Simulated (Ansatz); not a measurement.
# Knight shifts in Al2Cu (Khatyrkite)

Aim: the contact shift that conduction electrons give to the nuclei of Al2Cu (Khatyrkite), and how far it is converged.

Method: DFT, PBE, plane-wave PAW, default files (PAW set soft_2), collinear spin, scalar-relativistic, in Ansatz 0.2.0.

**1. The structure**

It takes space group I4/mcm (No. 140, tetragonal). Conventional cell: a = 6.067 Å, b = 6.067 Å, c = 4.877 Å, α = 90.00°, β = 90.00°, γ = 90.00°. Cu has 2 Cu at 2.44 Å and 8 Al at 2.59 Å nearest. Nearest to Al lie 4 Cu at 2.59 Å and 1 Al at 2.71 Å. Farther neighbours are not listed.

Structure file:

```cif
data_structure
_symmetry_space_group_name_H-M 'I4/mcm'
_symmetry_Int_Tables_number 140
_cell_length_a 6.0670
_cell_length_b 6.0670
_cell_length_c 4.8770
_cell_angle_alpha 90.000
_cell_angle_beta 90.000
_cell_angle_gamma 90.000
_cell_volume 179.52
loop_
_atom_site_label
_atom_site_type_symbol
_atom_site_symmetry_multiplicity
_atom_site_Wyckoff_symbol
_atom_site_fract_x
_atom_site_fract_y
_atom_site_fract_z
_atom_site_occupancy
Cu1 Cu 4 a 0.00000 0.00000 0.75000 1
Al1 Al 8 h 0.15810 0.34190 0.50000 1
```

The cell is an entry of the Crystallography Open Database; it need not be the form that is stable at ambient conditions.

**2. Applying a field to the spins**

A field acting on the spins alone polarises the electrons at the Fermi level, and through exchange the cores. The spin density that this leaves at a nucleus gives the contact field (2μ₀/3) μB ρ_s, and its ratio to B is the isotropic contact shift K; the spin-dipolar anisotropy is not included. The field, 200 T, is far above laboratory fields so that the moment stands clear of numerical noise; it splits the spins by 23 meV, against a smearing of 100 meV. The net moment comes from states near the Fermi level, so the mesh must be dense.

The input, input.yaml:

```yaml
crystal:
  lattice:
    - [-3.0335, 3.0335, 2.4385]
    - [3.0335, -3.0335, 2.4385]
    - [3.0335, 3.0335, -2.4385]
  atoms:
    - { symbol: Cu, position: [0.25, 0.25, 0.0] }
    - { symbol: Cu, position: [0.75, 0.75, 0.0] }
    - { symbol: Al, position: [0.3419, 0.1581, 0.5] }
    - { symbol: Al, position: [0.8419, 0.3419, 0.1838] }
    - { symbol: Al, position: [0.6581, 0.8419, 0.5] }
    - { symbol: Al, position: [0.1581, 0.6581, 0.8162] }
kpoints:
  mp_grid: { grid: [9, 9, 9] }
scf:
  lower_state_search: "off"
  occupations: { method: fermi_dirac, width: 0.1 }
  convergence: { dr2_threshold: 1.0e-10 }
hamiltonian:
  xc: pbe
output:
  efg:
    contact_densities: true
    quadrupole_moments_barn: { Cu: -0.22, Al: 0.1466 }
  forces: false
  dos: { de: 0.02 }
  write_density: true
  write_potential: true
  elf: true
  volumetric_format: npy
magnetization:
  spin_polarized: true
  magnetic_field: 200
```

The run is started by

```console
ansatz run input.yaml --threads 4 --pin off --max-ram 8192MiB --backend cpu --events-out ev --progress --plain --runs-dir out
```

Numbers of over 12 decimals in the logs are rounded to 6 here.

Output:

```text
[a pick of lines, long numbers rounded; other set-up, energy and force rows are left out]
Functional definition: PBE
Basis set: ecut = 420 eV, 1729 PW (Γ)
Symmetry: 16 space group operations
k-points: 75 of 729
SCF iter   1: F=—  HF=-15408.669794 eV  |F-HF|=—  |Δ(HF+E_count)|=         —  Δρ=1.71e-1 (↑1.70e-1 ↓1.71e-1)  dr2=8.20e1  dr2_m=2.20e-4  M=0.026 μB ∫|m|=0.026 μB  β_m=1.00  ethr=3.10e-3  ⟨swp⟩=8.1  Hψ=23898  notcnv=0  defer=4
preconditioner: auto → Kerker (q_TF=auto, 2.475 Å⁻¹)  [metal: Δε(μ)=0.020 eV  Ē_g=6.203 eV  σ=0.100 eV  W_gap=0.05  n_scr=16 (ndim 8)  ℏωp=22.9 eV  f_vac=0.000  D(μ)=2.27/eV (n_scr^D=16)]
SCF iter   2: F=—  HF=-15405.047830 eV  |F-HF|=—  |Δ(HF+E_count)|=    3.62e0  Δρ=6.89e-2 (↑6.81e-2 ↓6.89e-2)  dr2=7.98e0  dr2_m=1.50e-4  M=0.027 μB ∫|m|=0.027 μB  β_m=0.30  ethr=3.10e-3  ⟨swp⟩=4.0  Hψ=14765  notcnv=0  defer=27
SCF iter   3: F=—  HF=-15399.382629 eV  |F-HF|=—  |Δ(HF+E_count)|=    5.67e0  Δρ=3.26e-2 (↑2.60e-2 ↓3.26e-2)  dr2=6.30e-1  dr2_m=5.77e-1  M=3.039 μB ∫|m|=3.039 μB  ethr=3.10e-3  ⟨swp⟩=3.0  Hψ=11260  notcnv=0  defer=69
SCF iter   4: F=—  HF=-15401.261423 eV  |F-HF|=—  |Δ(HF+E_count)|=         —  Δρ=2.69e-2 (↑2.69e-2 ↓2.42e-2)  dr2=4.42e-1  dr2_m=4.22e-1  M=0.663 μB ∫|m|=0.663 μB  β_m=0.30  ethr=1.26e-3  ⟨swp⟩=2.2  Hψ=6836  notcnv=0  defer=102
SCF iter   5: F=—  HF=-15401.256354 eV  |F-HF|=—  |Δ(HF+E_count)|=   5.07e-3  Δρ=2.24e-2 (↑2.24e-2 ↓1.63e-2)  dr2=3.78e-1  dr2_m=2.28e-1  M=0.524 μB ∫|m|=0.525 μB  β_m=0.30  ethr=8.84e-4  ⟨swp⟩=2.9  Hψ=7449  notcnv=0  defer=102
SCF iter   6: F=—  HF=-15401.273474 eV  |F-HF|=—  |Δ(HF+E_count)|=   1.71e-2  Δρ=2.35e-2 (↑8.24e-3 ↓2.35e-2)  dr2=3.51e-1  dr2_m=1.29e-1  M=0.411 μB ∫|m|=0.411 μB  β_m=0.30  ethr=7.56e-4  ⟨swp⟩=2.1  Hψ=7882  notcnv=0  defer=102
SCF iter   7: F=—  HF=-15401.346439 eV  |F-HF|=—  |Δ(HF+E_count)|=   7.30e-2  Δρ=1.82e-2 (↑6.81e-3 ↓1.82e-2)  dr2=2.87e-1  dr2_m=6.99e-2  M=0.331 μB ∫|m|=0.331 μB  β_m=0.30  ethr=7.02e-4  ⟨swp⟩=2.0  Hψ=6822  notcnv=0  defer=71
SCF iter   8: F=—  HF=-15401.340782 eV  |F-HF|=—  |Δ(HF+E_count)|=   5.66e-3  Δρ=1.08e-2 (↑4.69e-3 ↓1.08e-2)  dr2=7.04e-2  dr2_m=3.83e-2  M=0.269 μB ∫|m|=0.269 μB  β_m=0.30  ethr=5.73e-4  ⟨swp⟩=1.0  Hψ=4731  notcnv=0  defer=71
SCF iter   9: F=—  HF=-15401.348798 eV  |F-HF|=—  |Δ(HF+E_count)|=   8.02e-3  Δρ=6.05e-3 (↑4.40e-3 ↓6.05e-3)  dr2=1.01e-2  dr2_m=2.12e-2  M=0.219 μB ∫|m|=0.219 μB  β_m=0.52  ethr=1.41e-4  ⟨swp⟩=1.0  Hψ=4737  notcnv=0  defer=71
SCF iter  10: F=—  HF=-15401.370831 eV  |F-HF|=—  |Δ(HF+E_count)|=   2.20e-2  Δρ=5.67e-3 (↑3.45e-3 ↓5.67e-3)  dr2=4.69e-2  dr2_m=2.95e-3  M=0.118 μB ∫|m|=0.118 μB  β_m=0.43  ethr=2.01e-5  ⟨swp⟩=2.0  Hψ=9960  notcnv=0  defer=64
SCF iter  11: F=—  HF=-15401.367354 eV  |F-HF|=—  |Δ(HF+E_count)|=         —  Δρ=1.03e-3 (↑7.67e-4 ↓1.03e-3)  dr2=1.36e-3  dr2_m=3.31e-5  M=0.024 μB ∫|m|=0.024 μB  β_m=0.43  ethr=2.01e-5  ⟨swp⟩=7.9  Hψ=17662  notcnv=0  defer=62
SCF iter  12: F=—  HF=-15401.367775 eV  |F-HF|=—  |Δ(HF+E_count)|=   4.21e-4  Δρ=1.96e-4 (↑1.57e-4 ↓1.96e-4)  dr2=3.97e-5  dr2_m=1.38e-5  M=0.027 μB ∫|m|=0.027 μB  β_m=0.52  ethr=2.72e-6  ⟨swp⟩=2.0  Hψ=7735  notcnv=0  defer=62
SCF iter  13: F=—  HF=-15401.367946 eV  |F-HF|=—  |Δ(HF+E_count)|=   1.71e-4  Δρ=7.08e-4 (↑6.18e-4 ↓7.08e-4)  dr2=9.61e-4  dr2_m=4.87e-6  M=0.029 μB ∫|m|=0.029 μB  β_m=0.52  ethr=7.93e-8  ⟨swp⟩=2.1  Hψ=8609  notcnv=0  defer=62
SCF iter  14: F=—  HF=-15401.367837 eV  |F-HF|=—  |Δ(HF+E_count)|=   1.09e-4  Δρ=7.71e-5 (↑6.20e-5 ↓7.71e-5)  dr2=5.88e-6  dr2_m=3.00e-7  M=0.032 μB ∫|m|=0.032 μB  β_m=0.67  ethr=7.93e-8  ⟨swp⟩=2.0  Hψ=8595  notcnv=0  defer=62
SCF iter  15: F=—  HF=-15401.367867 eV  |F-HF|=—  |Δ(HF+E_count)|=   3.04e-5  Δρ=2.43e-5 (↑2.43e-5 ↓1.81e-5)  dr2=9.95e-7  dr2_m=1.00e-7  M=0.032 μB ∫|m|=0.032 μB  β_m=0.84  ethr=1.18e-8  ⟨swp⟩=2.0  Hψ=8524  notcnv=0  defer=62
SCF iter  16: F=—  HF=-15401.367867 eV  |F-HF|=—  |Δ(HF+E_count)|=   3.72e-7  Δρ=7.20e-6 (↑7.20e-6 ↓6.18e-6)  dr2=1.30e-7  dr2_m=1.18e-8  M=0.032 μB ∫|m|=0.032 μB  β_m=0.92  ethr=1.99e-9  ⟨swp⟩=2.0  Hψ=7283  notcnv=0  defer=62
SCF iter  17: F=—  HF=-15401.367867 eV  |F-HF|=—  |Δ(HF+E_count)|=   8.49e-9  Δρ=1.25e-6 (↑1.25e-6 ↓8.65e-7)  dr2=2.90e-9  dr2_m=1.60e-10  M=0.032 μB ∫|m|=0.032 μB  β_m=0.96  ethr=2.60e-10  ⟨swp⟩=2.0  Hψ=7326  notcnv=0  defer=62
SCF iter  18: F=-15401.367867 eV  HF=-15401.367867 eV  |F-HF|=0.00e0  |Δ(HF+E_count)|=  9.82e-11  Δρ=1.20e-7 (↑7.02e-8 ↓1.20e-7)  dr2=2.96e-11  dr2_m=2.70e-12  M=0.032 μB ∫|m|=0.032 μB  β_m=0.98  ethr=1.00e-12  ⟨swp⟩=3.0  Hψ=14786  notcnv=0
SCF iter  19: F=-15401.367867 eV  HF=-15401.367867 eV  |F-HF|=5.46e-12  |Δ(HF+E_count)|=  1.09e-11  Δρ=3.08e-8 (↑2.70e-8 ↓3.08e-8)  dr2=2.49e-12  dr2_m=1.82e-14  M=0.032 μB ∫|m|=0.032 μB  ethr=1.00e-12  ⟨swp⟩=1.0  Hψ=10132  notcnv=0
SCF converged after 19 iterations
Magnetization: 0.0323 μB (25.0161 up, 24.9839 down)
Absolute magnetization: 0.0323 μB (∫|ρ↑−ρ↓|, with the PAW one-centre terms)
Per-site moments (μB) at R_I (Å): [(0.0028028, 1.005881), (0.0028028, 1.005881), (0.00268456, 1.068476), (0.00268456, 1.068476), (0.00268456, 1.068476), (0.00268456, 1.068476)]
Free energy (F): -15401.367867 eV
Fermi energy:    10.282768 eV
--- PAW observables at the nuclei: V_zz in 10²¹ V/m², potentials from the cell's mean, atoms counted from 1 ---
  atom   1  Cu V_zz =    -2.548663   η = 0.0000   by run symmetry: allowed   C_q = +13.5578 MHz
            electrostatic potential = -3755.837692 V   contact ρ = 147569.264244 e/Å³   contact ρ_s (e/Å³): all electrons +0.033361, valence +0.038936
  atom   2  Cu V_zz =    -2.548663   η = 0.0000   by run symmetry: allowed   C_q = +13.5578 MHz
            electrostatic potential = -3755.837692 V   contact ρ = 147569.264244 e/Å³   contact ρ_s (e/Å³): all electrons +0.033361, valence +0.038936
  atom   3  Al V_zz =    -0.790428   η = 0.5899   by run symmetry: allowed   C_q = -2.8019 MHz
            electrostatic potential = -1231.287868 V   contact ρ = 10086.320802 e/Å³   contact ρ_s (e/Å³): all electrons +0.036701, valence +0.036591
  atom   4  Al V_zz =    -0.790428   η = 0.5899   by run symmetry: allowed   C_q = -2.8019 MHz
            electrostatic potential = -1231.287868 V   contact ρ = 10086.320802 e/Å³   contact ρ_s (e/Å³): all electrons +0.036701, valence +0.036591
  atom   5  Al V_zz =    -0.790428   η = 0.5899   by run symmetry: allowed   C_q = -2.8019 MHz
            electrostatic potential = -1231.287868 V   contact ρ = 10086.320802 e/Å³   contact ρ_s (e/Å³): all electrons +0.036701, valence +0.036591
  atom   6  Al V_zz =    -0.790428   η = 0.5899   by run symmetry: allowed   C_q = -2.8019 MHz
            electrostatic potential = -1231.287868 V   contact ρ = 10086.320802 e/Å³   contact ρ_s (e/Å³): all electrons +0.036701, valence +0.036591
--- Band table (eV; the first three rows and the last of 150) ---
  k-point 0 ↑: bands = ["-103.3873", "-103.3786", "-60.7592", "-60.7592", "-60.7507", "-60.7506", "-60.7506", "-60.6558", "-0.4368", "5.0260", "5.2371", "5.2371", "5.2509", "6.1586", "6.2875", "6.5965", "6.8908", "7.1477", "7.1477", "7.3695", "7.3695", "8.2979", "8.9489", "9.1151", "9.1151", "9.4814", "9.9108", "10.3446", "11.7276", "11.7276", "11.9471", "15.5019"]
  k-point 1 ↑: bands = ["-103.3873", "-103.3786", "-60.7593", "-60.7593", "-60.7507", "-60.7506", "-60.7506", "-60.6558", "-0.3360", "4.8529", "5.2124", "5.2234", "5.2692", "6.1011", "6.3048", "6.5527", "6.6545", "6.7982", "7.1468", "7.1477", "7.5126", "8.7122", "8.7464", "8.7794", "9.2281", "9.5950", "10.3176", "10.8769", "12.0197", "12.1007", "12.1571", "14.2984"]
  k-point 2 ↑: bands = ["-103.3873", "-103.3786", "-60.7593", "-60.7593", "-60.7507", "-60.7506", "-60.7506", "-60.6558", "-0.0349", "4.0857", "5.1519", "5.2624", "5.3585", "5.9874", "6.1889", "6.3547", "6.3589", "6.7080", "7.1445", "7.1478", "7.8727", "8.2112", "8.2410", "8.9435", "9.4323", "9.4652", "11.6918", "11.9025", "12.7458", "12.7871", "12.8023", "13.2100"]
  k-point 74 ↓: bands = ["-103.3616", "-103.3528", "-60.7337", "-60.7337", "-60.7250", "-60.7250", "-60.7248", "-60.6299", "2.7043", "3.4351", "3.5904", "4.2529", "5.0846", "5.4740", "5.5682", "5.9242", "6.0077", "6.2839", "6.2860", "6.5918", "7.0690", "7.1658", "7.1659", "8.5349", "12.5790", "12.6081", "13.0682", "13.9270", "14.3810", "15.3232", "15.4644", "15.6658"]
```

Run time: 30 s. Hardware: 4 threads of Arm Neoverse N1, shared host; peak memory 0.59 GiB; 1.9 min of CPU time.

The moment is 0.0323 μB a cell, a spin susceptibility of 15.0 × 10⁻⁶ emu per mole of atoms. With 7.769 T for 1 e/Å³:

```tsv
site	nucleus	contact shift (ppm)	from valence states	rest (mostly cores)
Cu	63Cu	1300	1510	-217
Al	27Al	1430	1420	4.2
```

The split depends on the files: semicore shells that they treat as valence count in the first part.

**3. Is the response linear?**

The shift is a ratio that holds only while the moment grows in step with the field, so the field is doubled.

input.yaml: that of step 2 with these lines changed.

```diff
@@ -25,9 +25,4 @@
   forces: false
-  dos: { de: 0.02 }
-  write_density: true
-  write_potential: true
-  elf: true
-  volumetric_format: npy
 magnetization:
   spin_polarized: true
-  magnetic_field: 200
+  magnetic_field: 400
```

Output:

```text
[a pick of lines, long numbers rounded; other set-up, energy and force rows are left out]
[...]
Basis set: ecut = 420 eV, 1729 PW (Γ)
[... 1 set-up line as in the run before ...]
k-points: 75 of 729
[...]
SCF converged after 20 iterations
Magnetization: 0.0645 μB (25.0322 up, 24.9678 down)
Absolute magnetization: 0.0645 μB (∫|ρ↑−ρ↓|, with the PAW one-centre terms)
Per-site moments (μB) at R_I (Å): [(0.0056022, 1.005881), (0.0056022, 1.005881), (0.00536451, 1.068476), (0.00536451, 1.068476), (0.00536451, 1.068476), (0.00536451, 1.068476)]
Free energy (F): -15401.368427 eV
Fermi energy:    10.282972 eV
[...]
atom   1  Cu V_zz =    -2.551511   η = 0.0000   by run symmetry: allowed   C_q = +13.5730 MHz
[...]
atom   2  Cu V_zz =    -2.551511   η = 0.0000   by run symmetry: allowed   C_q = +13.5730 MHz
[...]
atom   3  Al V_zz =    -0.789929   η = 0.5882   by run symmetry: allowed   C_q = -2.8001 MHz
[...]
atom   4  Al V_zz =    -0.789929   η = 0.5882   by run symmetry: allowed   C_q = -2.8001 MHz
[...]
atom   5  Al V_zz =    -0.789929   η = 0.5882   by run symmetry: allowed   C_q = -2.8001 MHz
[...]
atom   6  Al V_zz =    -0.789929   η = 0.5882   by run symmetry: allowed   C_q = -2.8001 MHz
[...]
```

Run time: 28 s. Hardware: 4 threads; peak memory 0.57 GiB; 1.8 min of CPU time.

The moment goes from 0.0323 to 0.0645 μB, a factor of 2.00, and the shift of Cu from 1300 to 1290 ppm. The response is linear on all sites, to 3 % of the larger of shift and valence part or 3 ppm; the largest move is -1 ppm, on Al.

**4. Other settings**

Each row names what differs in the settings from the first run, the PAW files staying the same unless named (PBE, default files (PAW set soft_2), mesh 9×9×9, fermi dirac smearing of 0.1 eV, cutoff 420 eV, 200 T). Shifts in ppm; times on 4 threads of Arm Neoverse N1, shared host.

```tsv
run	time	χ_s (10⁻⁶ emu/mol)	Cu	Al
first run	30 s	15.0	1300	1430
PBEsol	27 s	14.8	1310	1450
gaussian 0.1 eV	26 s	16.2	1340	1680
fermi dirac 0.05 eV	27 s	16.1	1360	1620
```

**5. What came out**

```
63Cu contact shift  : 1300 ppm
27Al contact shift  : 1430 ppm
spin susceptibility : 15.0 × 10⁻⁶ emu per mole of atoms
```

What this shows: The spin part of the Knight shift is 1300 ppm on Cu and 1430 ppm on Al in the first run. For its size, with shifts under 60 ppm counted as 60, Al moves most with the settings. Another form of smearing at the same width (gaussian) changes the shift of Al by +18 %; it is narrower in effect than Fermi-Dirac smearing, so mesh noise enters. No row of the table has a finer mesh on this cell, so the value may still hold a sampling error. Narrowing the smearing to 0.05 eV on the same mesh changes the shift of Al by +14 %; a narrower smearing also needs a finer mesh, so this mixes a real change with noise. Another functional changes the shift of Al by +1.9 % (PBEsol). Over the rows of this table on the first cell the shift spans 1300 to 1360 ppm on Cu and 1430 to 1680 ppm on Al. 1 further run of this session (failed, refused or on trial settings) is not shown. The orbital shift is left out; on d- and f-block metals such as Cu it can be large.

[Logs are printed without paths, hosts, clocks, repeated set-up lines and the standing remarks that a program may print on its own settings, such as how far it seeks lower states.]

[Hosts, paths, dates, database ids (printed as entryN), source tags and the programs' standing remarks are cut or masked in the printed files.]
